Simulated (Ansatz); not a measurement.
## Nb2NF2 monolayer: following an unstable mode

Which phase does Nb2NF2 monolayer fall into along its unstable mode, and how much energy does it gain?

Main program and level: Ansatz 0.2.0; DFT PBE, scalar-relativistic, plane waves, PAW.

**1. The starting structure**

The cell holds 5 atoms: 1 N, 2 Nb and 2 F. Its edges and angles: a = 3.274 Å, b = 3.274 Å, c = 33.200 Å, α = 90.0°, β = 90.0°, γ = 120.0°. Vacuum lies along c.

**2. Response at finite wavevector**

The cell comes from relaxations at this level that are not shown. Stability and thermal properties need the whole zone. Linear response on a 6×6×1 q mesh gives force constants as far as a supercell of that size would.

File input.yaml:

```yaml
crystal:
  lattice:
    - [3.2735700569, 0.0, 0.0]
    - [-1.6367850284, 2.8349948303, 0.0]
    - [0.0, 0.0, 33.2]
  atoms:
    - { symbol: "N", position: [0.0, 0.0, 0.3012048193] }
    - { symbol: Nb, position: [0.3333333333, 0.6666666667, 0.3318289633] }
    - { symbol: Nb, position: [0.6666666667, 0.3333333333, 0.2705806753] }
    - { symbol: F, position: [0.6666666667, 0.3333333333, 0.3715046654] }
    - { symbol: F, position: [0.3333333333, 0.6666666667, 0.2309049732] }
  periodic: [true, true, false]
kpoints:
  mp_grid: { grid: [12, 12, 1] }
hamiltonian:
  xc: pbe
scf:
  occupations: { method: methfessel_paxton, width: 0.15 }
output:
  eigenvalues: true
phonons:
  method: dfpt
  qmesh: [6, 6, 1]
  temperatures: { t_max: 1000, t_step: 50 }
  qpath:
    path:
      - [0.0, 0.0, 0.0]
      - [0.5, 0.0, 0.0]
      - [0.33333333, 0.33333333, 0.0]
      - [0.0, 0.0, 0.0]
    npoints: 10
```

Started as:

```console
$ ansatz run input.yaml --threads 8 --pin off --max-ram 14336MiB --backend cpu --events-out ev --progress --plain --runs-dir out
```

Numbers of over 12 decimals in the logs are rounded to 6 here.

The log of the run:

```text
Warning: crystal.symmetry: narrowed to the stabiliser of the run's FFT grids — unitary ops 12 → 6. A phonons.method: dfpt run fills in the rows of the dynamical matrix that it does not solve by its symmetry operations, which is exact only for operations that map its FFT grids onto themselves: filled in by any other, the frequencies could depend on the order in which like atoms are typed, or, by more than the grids' own error, on where the crystal sits among the grids' points. Excluded: 6 operations. The run can therefore solve more perturbations, solve them on more k-points, or both, and cost more. [rest of the remark cut]
Engine: ansatz 0.2.0, aarch64-unknown-linux-gnu
Pseudopotentials: kind: paw
Pseudopotential: N, paw, valence charge 5, recommended cutoff 420 eV (normal), N.paw.azcp
Pseudopotential: Nb, paw, valence charge 13, recommended cutoff 420 eV (normal), Nb.paw.azcp
Pseudopotential: F, paw, valence charge 7, recommended cutoff 420 eV (normal), F.paw.azcp
Functional definition: PBE
  parameter kappa = 0.804
  parameter beta = 0.066725
  exchange = pbe_x(kappa = kappa, mu = beta*pi^2/3)
  correlation = pbe_c(beta = beta)
Crystal: 5 atoms, lattice volume = 308.114 Å³
Basis set: ecut = 420 eV, 6135 PW (Γ), exchange–correlation on 48×48×450 points (8 copies of the dense FFT grid, shifted against one another)
Bands: 28, of which v1, the nominal top of the filled ones, is band 23 counted from 1 (22 counted from 0)
Symmetry: 12 space group operations
k-points: 19 of 144 (irreducible under 6 space group operations, time reversal used)
Non-local potential: N, projectors of the file, l = 0: 2, l = 1: 2, l = 2: 1
Non-local potential: Nb, projectors of the file, l = 0: 3, l = 1: 2, l = 2: 2, l = 3: 1
Non-local potential: F, projectors of the file, l = 0: 2, l = 1: 2, l = 2: 1
PAW form: soft (Blöchl's): semilocal exchange-correlation on the pseudo side does not see the compensation charge
PAW one-centre angular grid: N, 110 points (default); XC on 64 Gauss nodes
PAW one-centre angular grid: Nb, 590 points (default); XC on 64 Gauss nodes
PAW one-centre angular grid: F, 110 points (default); XC on 64 Gauss nodes
Initial density: superposition of atomic densities (neutral atoms: chi_scale 0, normalization atom), corrected by the library's trained network
Initial wavefunctions: pseudopotential atomic-orbital guess
Functional: x = pbe(κ = 0.804, μ = 0.219515), c = pbe(β = 0.066725)
SCF iter   1: F=—  HF=-11108.532962 eV  |F-HF|=—  |Δ(HF+E_count)|=         —  Δρ=4.71e-3  dr2=4.30e-2  ethr=1.77e-3  ⟨swp⟩=11.7  Hψ=3866  notcnv=0
preconditioner: auto → LDOS  [insulator: Δε(μ)=0.148 eV  Ē_g=8.461 eV  σ=0.150 eV  W_gap=0.59  n_scr=20 (ndim 8)  ℏωp=10.6 eV  f_vac=0.785  D(μ)=1.45/eV (n_scr^D=8)  ε∞_Penn≈2.6  β→1.0]
SCF iter   2: F=—  HF=-11108.533174 eV  |F-HF|=—  |Δ(HF+E_count)|=   2.12e-4  S|Δr|=    0.00e0  Δρ=2.41e-3  dr2=1.27e-2  ethr=9.56e-5  ⟨swp⟩=3.5  Hψ=1411  notcnv=0  defer=1
SCF iter   3: F=—  HF=-11108.529802 eV  |F-HF|=—  |Δ(HF+E_count)|=   3.37e-3  S|Δr|=    0.00e0  Δρ=6.86e-4  dr2=9.76e-4  ethr=2.82e-5  ⟨swp⟩=3.6  Hψ=1245  notcnv=0  defer=2
SCF iter   4: F=—  HF=-11108.529666 eV  |F-HF|=—  |Δ(HF+E_count)|=   1.36e-4  S|Δr|=    0.00e0  Δρ=1.65e-4  dr2=5.46e-5  ethr=2.17e-6  ⟨swp⟩=3.0  Hψ=994  notcnv=0  defer=1
SCF iter   5: F=—  HF=-11108.529669 eV  |F-HF|=—  |Δ(HF+E_count)|=   3.11e-6  S|Δr|=    0.00e0  Δρ=3.01e-5  dr2=2.52e-6  ethr=1.21e-7  ⟨swp⟩=3.6  Hψ=1225  notcnv=0  defer=2
SCF iter   6: F=—  HF=-11108.529465 eV  |F-HF|=—  |Δ(HF+E_count)|=   2.04e-4  S|Δr|=    0.00e0  Δρ=8.83e-6  dr2=1.77e-7  ethr=5.60e-9  ⟨swp⟩=3.6  Hψ=1270  notcnv=0  defer=1
SCF iter   7: F=—  HF=-11108.529466 eV  |F-HF|=—  |Δ(HF+E_count)|=   7.45e-7  S|Δr|=    0.00e0  Δρ=2.09e-6  dr2=1.11e-8  ethr=3.94e-10  ⟨swp⟩=3.8  Hψ=1215  notcnv=0  defer=1
SCF iter   8: F=—  HF=-11108.529466 eV  |F-HF|=—  |Δ(HF+E_count)|=   8.56e-8  S|Δr|=    0.00e0  Δρ=5.80e-7  dr2=6.60e-10  ethr=2.46e-11  ⟨swp⟩=3.3  Hψ=1172  notcnv=0  defer=1
SCF iter   9: F=—  HF=-11108.529466 eV  |F-HF|=—  |Δ(HF+E_count)|=   1.45e-8  S|Δr|=    0.00e0  Δρ=1.49e-7  dr2=3.54e-11  ethr=1.47e-12  ⟨swp⟩=4.0  Hψ=1289  notcnv=0  defer=1
SCF iter  10: F=-11108.529466 eV  HF=-11108.529466 eV  |F-HF|=3.09e-11  |Δ(HF+E_count)|=  7.06e-10  S|Δr|=    0.00e0  Δρ=2.25e-8  dr2=6.22e-13  ethr=1.00e-12  ⟨swp⟩=17.9  Hψ=4467  notcnv=0
SCF 1 converged in 10 iterations: F = -11108.529466 eV  dr2 = 6.22e-13
  greatest PAW one-centre occupation: 0.998 electrons in one spin orbital (limit 2), on the Nb atom at site 2 (counted from 0), in its partial waves of l = 0
phonons: the bands overlap, so this run is a metal and interpolates without the dipole-dipole term. If the crystal is really an insulator or semiconductor, its LO-TO splitting is missing
NSCF: frozen V_eff on 19 k-points
NSCF: frozen V_eff on 43 k-points
DFPT response loops at q = (0, 0, 0) (fractional): preconditioner auto → none (partly filled bands, converged f_vac=0.785); β = 0.50; Broyden in place of MSR1
NSCF: frozen V_eff on 156 k-points
DFPT response loops at q = (0, 0.166667, 0) (fractional): mixed as the last ones told, above
NSCF: frozen V_eff on 156 k-points
DFPT response loops at q = (0, 0.333333, 0) (fractional): mixed as the last ones told, above
NSCF: frozen V_eff on 86 k-points
DFPT response loops at q = (0, -0.5, 0) (fractional): mixed as the last ones told, above
NSCF: frozen V_eff on 288 k-points
DFPT response loops at q = (0.166667, 0.166667, 0) (fractional): mixed as the last ones told, above
NSCF: frozen V_eff on 288 k-points
DFPT response loops at q = (0.166667, 0.333333, 0) (fractional): mixed as the last ones told, above
NSCF: frozen V_eff on 156 k-points
DFPT response loops at q = (0.333333, 0.333333, 0) (fractional): mixed as the last ones told, above
SCF converged after 10 iterations
Stability not checked: this state was not tested for a lower state beside it, because cold or Methfessel-Paxton smearing, or corrected tetrahedra, fill the levels in a way that the test cannot read (fill_not_monotonic; see scf.lower_state_search)
Free energy (F): -11108.529466 eV
Harris-Foulkes:  -11108.529466 eV  (|F-HF|=3.09e-11)
Internal energy: -11108.533694 eV  (E = F + TS)
E sigma→0 (E₀):  -11108.530523 eV
Entropy (-TS):   0.004228 eV (0.846 meV/atom)
Fermi energy:    -3.940490 eV
Step filling:    the computed levels leave a gap of 0.0630 eV = 0.4 smearing widths at the electron count; against every level under it full and every level over it empty, smearing changes F+E_penalty+E_count by +0.818 meV and its σ→0 estimate by -0.239 meV
--- Per-component energies (eV) ---
  E_band       = -1063.928992
  E_kinetic    = 1335.857219
  E_local      = -130739.674769  (includes V_loc(G=0)·N_el)
  E_nonlocal   = 432.996258
  E_hartree    = 64489.892214
  E_xc         = -571.128330
  E_vxc        = -707.481419  (∫ρ·V_xc dr)
  E_paw        = -6674.840209  (= ΣΔE_a)
  E_vpaw       = -365.414941  (= ΣTr[D̂ρ^β])
  E_aug_tail   = 0.004210  (compensation charges beyond the density's cutoff)
  E_ewald      = 60618.359713
  E_smearing   = 0.004228  (= −TS)
  E_closure    = 0.000000  (closes the sum)
  Σ components = -11108.529466   (vs F -11108.529466, Δ=0.00e0)
--- Band table (eV; the first three rows and the last of 19) ---
  k-point 0: bands = [... 19 lower, -9.8475, -6.1868, -6.1868, -4.0623, -3.6367, -2.7211, -2.7211, -2.3178, ... 1 higher]
  k-point 1: bands = [... 19 lower, -9.8182, -6.3138, -6.0574, -4.1086, -3.4616, -2.8381, -2.7279, -2.5671, ... 1 higher]
  k-point 2: bands = [... 19 lower, -9.7982, -6.5957, -5.6972, -4.2909, -3.3914, -2.6813, -2.6083, -2.4786, ... 1 higher]
  k-point 18: bands = [... 19 lower, -9.9514, -5.3999, -5.3999, -5.3605, -2.2849, -2.2849, -1.9622, -0.9340, ... 1 higher]
--- Phonons (Γ-DFPT): 10 representative perturbations + reference (Σ response iterations 52) ---
  ASR residual: 3.009e-5 → 0.000e0 eV/Å²; symmetrization residual: 4.490e-6 eV/Å²
  The last average, over the group as it would stand without the narrowing to the FFT grids, took up to 2.304e-6 eV/Å² of the zone centre's force constants
  ASR residual per site (eV/Å²): 3.01e-5 7.26e-6 8.92e-6 6.54e-6 6.74e-6
  Γ frequencies (cm⁻¹): 0.00 0.00 0.00 154.29 154.29 209.57 209.57 240.90 240.90 271.68 324.01 391.52 418.38 625.83 625.83
--- Phonons (arbitrary-q DFPT): 7 irreducible q on the 6×6×1 mesh ---
  q = [0.0000, 0.0000, 0.0000] (star 1, of the zone-centre solve; hermiticity 3.44e-7, symmetrization 4.87e-11, taken by the last average 8.83e-8): -0.00 -0.00 0.00 154.29 154.29 209.57 209.57 240.90 240.90 271.68 324.01 391.52 418.38 625.83 625.83
  q = [0.0000, 0.1667, 0.0000] (star 6, 15 solved perturbations on 78 of 144 k-point pairs; hermiticity 5.62e-7, symmetrization 9.02e-11, taken by the last average 5.66e-7): -89.18 -38.85 50.09 121.75 149.02 215.96 221.85 233.49 234.04 257.73 341.51 373.63 380.89 619.91 626.41
  q = [0.0000, 0.3333, 0.0000] (star 6, 15 solved perturbations on 78 of 144 k-point pairs; hermiticity 6.26e-7, symmetrization 1.37e-10, taken by the last average 4.04e-7): -121.46 -26.35 126.31 154.77 173.19 209.50 217.57 224.27 226.75 263.34 328.80 348.12 417.57 631.48 637.22
  q = [0.0000, -0.5000, 0.0000] (star 3, 15 solved perturbations on 43 of 144 k-point pairs; hermiticity 5.10e-7, symmetrization 1.08e-10, taken by the last average 3.21e-7): -163.37 -61.83 163.82 175.23 201.00 206.13 215.00 215.34 217.21 248.21 317.81 350.46 439.36 618.54 633.46
  q = [0.1667, 0.1667, 0.0000] (star 6, 10 solved perturbations in 1110 linear systems a pass and spin channel, the states on 144 of 144 k-point pairs; hermiticity 2.13e-7, symmetrization 2.05e-10, taken by the last average 6.56e-7): -127.39 -50.68 117.98 138.52 171.80 212.47 220.48 221.29 231.87 262.28 335.96 346.49 403.53 631.05 633.43
  q = [0.1667, 0.3333, 0.0000] (star 12, 15 solved perturbations on 144 of 144 k-point pairs: no pair is spared here; hermiticity 2.10e-7, symmetrization 0.00e0, taken by the last average 3.56e-7): -144.01 -75.12 134.63 164.87 205.88 209.24 214.19 217.27 219.55 247.70 321.77 339.74 431.13 627.98 639.10
  q = [0.3333, 0.3333, 0.0000] (star 2, 10 solved perturbations in 545 linear systems a pass and spin channel, the states on 78 of 144 k-point pairs; hermiticity 5.10e-7, symmetrization 5.82e-8, taken by the last average 3.13e-7): -122.54 -23.90 -23.90 193.01 193.01 210.91 214.33 214.33 216.85 253.01 326.64 326.64 436.79 640.54 640.54
  sum rule: each row above includes the acoustic sum rule's correction from the zone centre's row sums; it moved no ω² by more than (0.76 cm⁻¹)²
  mesh force constants: q→R imaginary residual 2.81e-18; ASR residual 3.009e-5 → 0.000e0 eV/Å²; symmetrization residual 7.105e-15 eV/Å²
  interpolated dispersion: 31 rows × 15 modes
  density of states and harmonic sums: on the 24×24×1 q-mesh, interpolated from the force constants of a 6×6×1 supercell (no non-analytic term)
  largest difference from the sums on the solved wave vectors: F 3.10e-2 eV, S 4.04e-5 and C_V 9.42e-6 eV/K
  zero-point energy: 0.244028 eV/cell   skipped modes (ω ≤ 0): 122, of them read as no rigid motion or as one in doubt: 119 (1.969e0 modes/cell left out, lowest -163.37 cm⁻¹)   left out of the sums: 1.32e-1 of the cell's modes: C_V's classical limit lies that fraction below 3 k_B per atom; for a crystal, a wire or a layer, F and S can be off by more, and a phonons.interpolated_qmesh denser along its periods is the remedy for the sampling
```

The job ended after 17 min (8 threads of Arm Neoverse V1, shared host; peak memory 3.1 GiB).

This step gave:

| Quantity | Value |
| --- | --- |
| gap on the k-mesh | 0 eV |
| sum-rule residual before enforcement | 3.01e-5 eV/Å² |
| lowest frequency on the path | -163.4 cm⁻¹ |
| point group | -3m |
| highest frequency on the path or at a solved wavevector | 642.6 cm⁻¹ |
| area per atom | 1.856 Å² |
| highest optical mode at the zone centre (no LO-TO term) | 625.8 cm⁻¹ |
| lowest optical zone-centre mode | 154.3 cm⁻¹ |
| lowest mode on the q mesh (acoustic modes at Γ apart) | -163.4 cm⁻¹ |

Frequencies (cm⁻¹) solved at each irreducible wavevector; negative means imaginary. Frequencies by wavevector, by row:

| q in reciprocal lattice units | star | mode 1 | mode 2 | mode 3 | mode 4 | mode 13 | mode 14 | mode 15 |
| --- | --- | --- | --- | --- | --- | --- | --- | --- |
| 0 0 0 | 1 | 0 | 0 | 0 | 154.3 | 418.4 | 625.8 | 625.8 |
| 0 0.1667 0 | 6 | -89.2 | -38.9 | 50.1 | 121.8 | 380.9 | 619.9 | 626.4 |
| 0 0.3333 0 | 6 | -121.5 | -26.4 | 126.3 | 154.8 | 417.6 | 631.5 | 637.2 |
| 0 -0.5 0 | 3 | -163.4 | -61.8 | 163.8 | 175.2 | 439.4 | 618.5 | 633.5 |
| 0.1667 0.1667 0 | 6 | -127.4 | -50.7 | 118 | 138.5 | 403.5 | 631 | 633.4 |
| 0.1667 0.3333 0 | 12 | -144 | -75.1 | 134.6 | 164.9 | 431.1 | 628 | 639.1 |
| 0.3333 0.3333 0 | 2 | -122.5 | -23.9 | -23.9 | 193 | 436.8 | 640.5 | 640.5 |

Interpolated from a 6×6×1 q mesh. The phonon branches at the labelled points (cm⁻¹):

| point | branch 1 | branch 2 | branch 3 | branch 4 | branch 12 | branch 13 | branch 14 | branch 15 |
| --- | --- | --- | --- | --- | --- | --- | --- | --- |
| Γ | 0 | 0 | 0 | 154 | 392 | 418 | 626 | 626 |
| halfway | -82 | -75 | 91 | 138 | 348 | 395 | 627 | 633 |
| M | -163 | -62 | 164 | 175 | 350 | 439 | 618 | 634 |
| halfway | -147 | -85 | 134 | 178 | 339 | 435 | 624 | 640 |
| K | -122 | -24 | -24 | 193 | 327 | 437 | 640 | 640 |
| halfway | -127 | -51 | 118 | 138 | 346 | 404 | 631 | 633 |
| Γ | 0 | 0 | 0 | 154 | 392 | 418 | 626 | 626 |

Symmetry leaves 7 wavevectors to solve. The lowest mode among them, the acoustic zeros apart, lies at q = (0, -0.5, 0) and is imaginary, 163.4i cm⁻¹, so the energy falls along it.

**3. The mode frozen in, largest atomic shift 0 Å**

The mode followed lies at q = (0.333, 0.333, 0) with frequency 122.5i cm⁻¹, one of the unstable modes though not the softest. At small amplitude the distorted cell has space group no. 147 by a symmetry search on the positions. The undistorted cell that holds it gives the zero of energy on the same k mesh.

System of this step: Nb2NF2 monolayer. The cell holds 15 atoms: 3 N, 6 Nb and 6 F. Cell: a = 5.670 Å, b = 5.670 Å, c = 33.200 Å, α = 90.0°, β = 90.0°, γ = 60.0°. It derives from Nb2NF2. Vacuum lies along c.

File input.yaml:

```yaml
crystal:
  lattice:
    - [-4.9103550853, -2.8349948303, 0.0]
    - [-4.9103550853, 2.8349948304, 0.0]
    - [0.0, 0.0, -33.2]
  atoms:
    - { symbol: "N", position: [0.6666666667, 0.6666666667, 0.6987951807] }
    - { symbol: "N", position: [0.3333333333, 0.3333333333, 0.6987951807] }
    - { symbol: "N", position: [1.0, 0.0, 0.6987951807] }
    - { symbol: Nb, position: [0.3333333333, 0.0, 0.6681710367] }
    - { symbol: Nb, position: [0.0, 0.6666666667, 0.6681710367] }
    - { symbol: Nb, position: [0.6666666667, 0.3333333333, 0.6681710367] }
    - { symbol: Nb, position: [0.3333333333, 0.6666666667, 0.7294193247] }
    - { symbol: Nb, position: [0.0, 0.3333333333, 0.7294193247] }
    - { symbol: Nb, position: [0.6666666667, 0.0, 0.7294193247] }
    - { symbol: F, position: [0.3333333333, 0.6666666667, 0.6284953346] }
    - { symbol: F, position: [0.0, 0.3333333333, 0.6284953346] }
    - { symbol: F, position: [0.6666666667, 0.0, 0.6284953346] }
    - { symbol: F, position: [0.3333333333, 0.0, 0.7690950268] }
    - { symbol: F, position: [0.0, 0.6666666667, 0.7690950268] }
    - { symbol: F, position: [0.6666666667, 0.3333333333, 0.7690950268] }
  periodic: [true, true, false]
kpoints:
  mp_grid: { grid: [9, 9, 1] }
hamiltonian:
  xc: pbe
scf:
  occupations: { method: methfessel_paxton, width: 0.15 }
output:
  forces: true
  stress: true
  eigenvalues: true
```

The log of the run:

```text
[...]
Crystal: 15 atoms, lattice volume = 924.343 Å³
Basis set: ecut = 420 eV, 18147 PW (Γ), exchange–correlation on 80×80×450 points (8 copies of the dense FFT grid, shifted against one another)
Bands: 83, of which v1, the nominal top of the filled ones, is band 68 counted from 1 (67 counted from 0)
Symmetry: 36 space group operations
[...]
k-points: 12 of 81
[...]
k-point 1: bands = [... 64 lower, -5.6080, -5.0572, -4.9063, -4.6324, -4.0872, -3.5191, -2.8194, -2.7328, ... 11 higher]
  k-point 2: bands = [... 64 lower, -5.7578, -4.6718, -4.4058, -4.1690, -3.9473, -3.4101, -2.7319, -2.7246, ... 11 higher]
  k-point 11: bands = [... 64 lower, -4.5672, -4.5672, -4.3109, -4.3109, -4.3109, -2.9539, -2.9539, -2.9539, ... 11 higher]
  ° read free of the cell's end (the report's vacuum.weakly_bound_levels)
[key lines of the parts left out:]
SCF converged after 7 iterations
Free energy (F): -33325.565500 eV
Fermi energy:    -3.933871 eV
P = ½ c Tr σ = 0.1130 N/m
```

Wall time 9.2 s (8 threads); peak memory 3.4 GiB; 69 s of CPU time.

This run has no spin polarisation although its electron count is odd.

This step gave:

```yaml
energy_from_the_undistorted_cell: 0 meV/atom
```

**4. The mode frozen in, largest atomic shift 0.22 Å**

The atoms are moved along the unstable eigenvector, the largest shift by 0.22 Å, with the cell fixed.

File input.yaml:

```yaml
crystal:
  lattice:
    - [-4.9103550853, -2.8349948303, 0.0]
    - [-4.9103550853, 2.8349948304, 0.0]
    - [0.0, 0.0, -33.2]
  atoms:
    - { symbol: "N", position: [0.6666666667, 0.6666672956, 0.6921686747] }
    - { symbol: "N", position: [0.3333333333, 0.3333333333, 0.6987951225] }
    - { symbol: "N", position: [1.0, -6.29e-07, 0.7054215045] }
    - { symbol: Nb, position: [0.3194498301, 0.0069416602, 0.6681710367] }
    - { symbol: Nb, position: [0.0069414084, 0.6736079973, 0.6681710342] }
    - { symbol: Nb, position: [0.6736082579, 0.3194505943, 0.6681710393] }
    - { symbol: Nb, position: [0.3472168365, 0.6597248237, 0.7294193247] }
    - { symbol: Nb, position: [-0.0069414084, 0.3472160723, 0.7294193221] }
    - { symbol: Nb, position: [0.6597250755, -0.0069411478, 0.7294193272] }
    - { symbol: F, position: [0.3410720878, 0.6627972385, 0.6284953346] }
    - { symbol: F, position: [-0.0038691859, 0.3410725362, 0.6284952156] }
    - { symbol: F, position: [0.6627973788, -0.003869915, 0.6284954536] }
    - { symbol: F, position: [0.3255945788, 0.0038693263, 0.7690950268] }
    - { symbol: F, position: [0.0038691859, 0.6705366836, 0.7690949078] }
    - { symbol: F, position: [0.6705359545, 0.3255941305, 0.7690951458] }
  periodic: [true, true, false]
kpoints:
  mp_grid: { grid: [9, 9, 1] }
hamiltonian:
  xc: pbe
scf:
  occupations: { method: methfessel_paxton, width: 0.15 }
output:
  forces: true
  stress: true
  eigenvalues: true
```

The log of the run:

```text
[...]
k-point 1: bands = [... 64 lower, -5.7114, -5.1717, -5.0280, -4.7573, -4.1956, -3.6173, -2.8894, -2.8082, ... 11 higher]
  k-point 2: bands = [... 64 lower, -5.8466, -4.7889, -4.5468, -4.3042, -4.0780, -3.4610, -2.8288, -2.8060, ... 11 higher]
  k-point 14: bands = [... 64 lower, -4.7175, -4.7175, -4.4283, -4.4283, -4.2418, -3.0063, -2.9447, -2.9447, ... 11 higher]
  ° read free of the cell's end (the report's vacuum.weakly_bound_levels)
[key lines of the parts left out:]
SCF converged after 7 iterations
Free energy (F): -33325.635024 eV
Fermi energy:    -4.070409 eV
P = ½ c Tr σ = -1.1436 N/m
```

Elapsed: 11 s, on 8 threads; peak memory 3.5 GiB; 86 s of CPU time.

This step gave:

* energy from the undistorted cell: -4.933 meV/atom

The energy, extrapolated to zero smearing, is -4.93 meV/atom against the undistorted cell.

[end of part 1 of 3]

[Logs are printed without paths, hosts, clocks, repeated set-up lines and the standing remarks that a program may print on its own settings, such as how far it seeks lower states.]

[Hosts, paths, dates, database ids (printed as entryN), source tags and the programs' standing remarks are cut or masked in the printed files.]
